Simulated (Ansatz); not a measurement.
# CdS (Hawleyite, F-43m): converging a phonon calculation, part 2 of 2

Aim: how dense must the meshes and how high the cutoff be for the phonons of CdS (Hawleyite, F-43m)?

Ansatz 0.2.0; DFT LDA, scalar-relativistic, plane waves, PAW; PAW set soft_1.

So far. Step 11 (Another k mesh, q mesh 2×2×2): The highest optical mode at the zone centre (no LO-TO term) is 243.9 cm⁻¹, +0.0 cm⁻¹ against the base run. Step 12 (Another k mesh, k-mesh 18×18×18, q mesh 2×2×2): The highest optical mode at the zone centre (no LO-TO term) is 244.0 cm⁻¹, +0.0 cm⁻¹ against the base run. The relaxed cell has a = 5.757 Å (conventional setting).

## 13. The series together (continued)

The runs together. Phonon density of states against wavenumber; read off at these points; values in 1/cm⁻¹/cell:

```tsv
wavenumber (cm⁻¹)	8×8×8	12×12×12	18×18×18
2	6.0e-5	6.0e-5	6.0e-5
18	0.00293	0.00292	0.00292
32	0.0152	0.0151	0.0151
48	0.0576	0.0576	0.0576
52	0.0595	0.0595	0.0596
62	0.0258	0.0259	0.0259
78	0.0238	0.0238	0.0238
88	0.0255	0.0255	0.0255
102	0.00497	0.00497	0.00497
118	0.0117	0.0117	0.0117
132	0.0594	0.0594	0.0594
148	0.0052	0.00518	0.00518
162	0	0	0
178	0	0	0
192	0	0	0
208	0	0	0
222	0	0	0
232	0	0	0
248	0.0098	0.00975	0.00974
262	0.0513	0.0512	0.0512
278	0.0790	0.0791	0.0791
292	0.00186	0.00197	0.00198
298	0.148	0.149	0.149
308	0.00444	0.00428	0.00426
```

The runs together, line C_V. Table of C_V, 8×8×8 = 12×12×12 = 18×18×18 by temperature:

```tsv
temperature (K)	C_V, 8×8×8 = 12×12×12 = 18×18×18 (J/mol-atom/K)
0	0
50	8.56
100	14.8
150	18.9
200	21.1
250	22.3
300	23.0
350	23.5
400	23.8
450	24.1
500	24.2
550	24.3
600	24.4
650	24.5
700	24.6
750	24.6
800	24.7
850	24.7
900	24.7
950	24.7
1000	24.8
```

## 14. Another cutoff, cutoff 170 eV, q mesh 2×2×2

The cutoff is set to 170 eV on a small fixed q mesh.

input.yaml

```yaml
crystal:
  lattice:
    - [0.0, 2.8784341488, 2.8784341488]
    - [2.8784341488, 0.0, 2.8784341488]
    - [2.8784341488, 2.8784341488, 0.0]
  atoms:
    - { symbol: Cd, position: [0.0, 0.0, 0.0] }
    - { symbol: S, position: [0.25, 0.25, 0.25] }
kpoints:
  mp_grid: { grid: [12, 12, 12] }
hamiltonian:
  xc: lda
  pseudopotentials: { kind: paw, azcp: { folder: soft_1 }, xc_functional: pbe }
scf:
  occupations: { method: fixed }
output:
  eigenvalues: true
phonons:
  method: dfpt
  qmesh: [2, 2, 2]
  temperatures: { t_max: 1000, t_step: 50 }
  qpath:
    path:
      - [[0.0, 0.0, 0.0], [-0.5, -0.5, 0.0], [-0.375, -0.375, 0.25]]
      - [[-0.375, 0.0, 0.375], [0.0, 0.0, 0.0], [0.0, 0.0, 0.5], [-0.5, -0.25, 0.25], [-0.5, -0.5, 0.0]]
    npoints: 10
basis:
  ecutwfc: 170
```

Command:

```sh
$ ansatz run input.yaml --threads 4 --pin off --max-ram 10240MiB --backend cpu --events-out ev --progress --plain --runs-dir out
```

Run time: 73 s. Hardware: 4 threads of Arm Neoverse V1, shared host; peak memory 1.1 GiB.

The run finished; it serves as a test, and its numbers are not taken as the result.

## 15. Another cutoff, cutoff 230 eV, q mesh 2×2×2

The cutoff is set to 230 eV on a small fixed q mesh.

Edit input.yaml of step 14 so:

```diff
@@ -27,2 +27,2 @@
 basis:
-  ecutwfc: 170
+  ecutwfc: 230
```

It took 87 s on 4 threads; peak memory 1.4 GiB; 5.6 min of CPU time.

The run finished; it serves as a test, and its numbers are not taken as the result.

## 16. Another cutoff, cutoff 290 eV, q mesh 2×2×2

The cutoff is set to 290 eV on a small fixed q mesh.

Edit input.yaml of step 15 so:

```diff
@@ -27,2 +27,2 @@
 basis:
-  ecutwfc: 230
+  ecutwfc: 290
```

The job ended after 75 s (4 threads; peak memory 1.4 GiB; 4.8 min of CPU time).

The run finished; it serves as a test, and its numbers are not taken as the result.

## 17. Another cutoff, cutoff 360 eV, q mesh 2×2×2

The cutoff is set to 360 eV on a small fixed q mesh.

Edit input.yaml of step 16 so:

```diff
@@ -27,2 +27,2 @@
 basis:
-  ecutwfc: 290
+  ecutwfc: 360
```

It took 71 s on 4 threads; peak memory 1.3 GiB; 4.6 min of CPU time.

Frequencies (cm⁻¹) solved at each irreducible wavevector; negative means imaginary. Frequencies by wavevector, by row:

```tsv
q in reciprocal lattice units	star	mode 1	mode 2	mode 3	mode 4	mode 5	mode 6
0 0 0	1	0	0	0	244	244	244
0 0 -0.5	4	41.5	41.5	138.2	263.6	263.6	306.7
0 -0.5 -0.5	3	53.6	53.6	151	285.6	285.6	295.7
```

The highest optical mode at the zone centre (no LO-TO term) is 244.0 cm⁻¹, +0.1 cm⁻¹ against the base run.

## 18. Another cutoff, cutoff 550 eV, q mesh 2×2×2

The cutoff is set to 550 eV on a small fixed q mesh.

Edit input.yaml of step 17 so:

```diff
@@ -27,2 +27,2 @@
 basis:
-  ecutwfc: 360
+  ecutwfc: 550
```

The job ended after 1.8 min (4 threads; peak memory 1.4 GiB; 7.1 min of CPU time).

The highest optical mode at the zone centre (no LO-TO term) is 244.0 cm⁻¹, +0.1 cm⁻¹ against the base run.

## 19. Outcome

| Property | Result |
| --- | --- |
| mean frequency, q mesh 2×2×2 | 179 cm⁻¹ |
| mean frequency, q mesh 3×3×3 | 180 cm⁻¹ |
| mean frequency, q mesh 6×6×6 | 180 cm⁻¹ |
| highest optical mode at the zone centre (no LO-TO term), k-mesh 4×4×4 | 244 cm⁻¹ |
| highest optical mode at the zone centre (no LO-TO term), k-mesh 6×6×6 | 244 cm⁻¹ |
| highest optical mode at the zone centre (no LO-TO term), k-mesh 8×8×8 | 244 cm⁻¹ |
| highest optical mode at the zone centre (no LO-TO term), k-mesh 12×12×12 | 244 cm⁻¹ |
| highest optical mode at the zone centre (no LO-TO term), k-mesh 18×18×18 | 244 cm⁻¹ |
| highest optical mode at the zone centre (no LO-TO term), cutoff 170 eV | 276 cm⁻¹ |
| highest optical mode at the zone centre (no LO-TO term), cutoff 230 eV | 238 cm⁻¹ |
| highest optical mode at the zone centre (no LO-TO term), cutoff 290 eV | 244 cm⁻¹ |
| highest optical mode at the zone centre (no LO-TO term), cutoff 360 eV | 244 cm⁻¹ |
| highest optical mode at the zone centre (no LO-TO term), cutoff 550 eV | 244 cm⁻¹ |

**Reading.** Over the whole q mesh series, coarse runs included, the mean frequency runs from 179.2 to 180.4 cm⁻¹; from 2×2×2 on it stays within 1.2 cm⁻¹ of the finest run (6×6×6), against a tolerance of 1.8. Over the whole k mesh series, coarse runs included, the lowest mode on the q mesh (acoustic modes at Γ apart) runs from 40.3 to 41.5 cm⁻¹; from 4×4×4 on all solved modes stay within 1.8 cm⁻¹ of the finest run (18×18×18), against a tolerance of 3.1. Over the whole cutoff series, coarse runs included, the lowest mode on the q mesh (acoustic modes at Γ apart) runs from 39.7 to 41.5 cm⁻¹; from 290 eV on all solved modes stay within 0.4 cm⁻¹ of the finest run (550 eV), against a tolerance of 3.1. All runs share the cell relaxed at the base settings, which is not exactly at rest under another k mesh or cutoff. The program warns that the interpolation holds no quadrupole term, so branches close to Γ can be off in this crystal. The PAW files were made for PBE and serve the other functionals too. These are harmonic frequencies at zero temperature: anharmonic shifts, linewidths and thermal expansion are left out.

[Logs are printed without paths, hosts, clocks, repeated set-up lines and the standing remarks that a program may print on its own settings, such as how far it seeks lower states.]

[Hosts, paths, dates, database ids (printed as entryN), source tags and the programs' standing remarks are cut or masked in the printed files.]
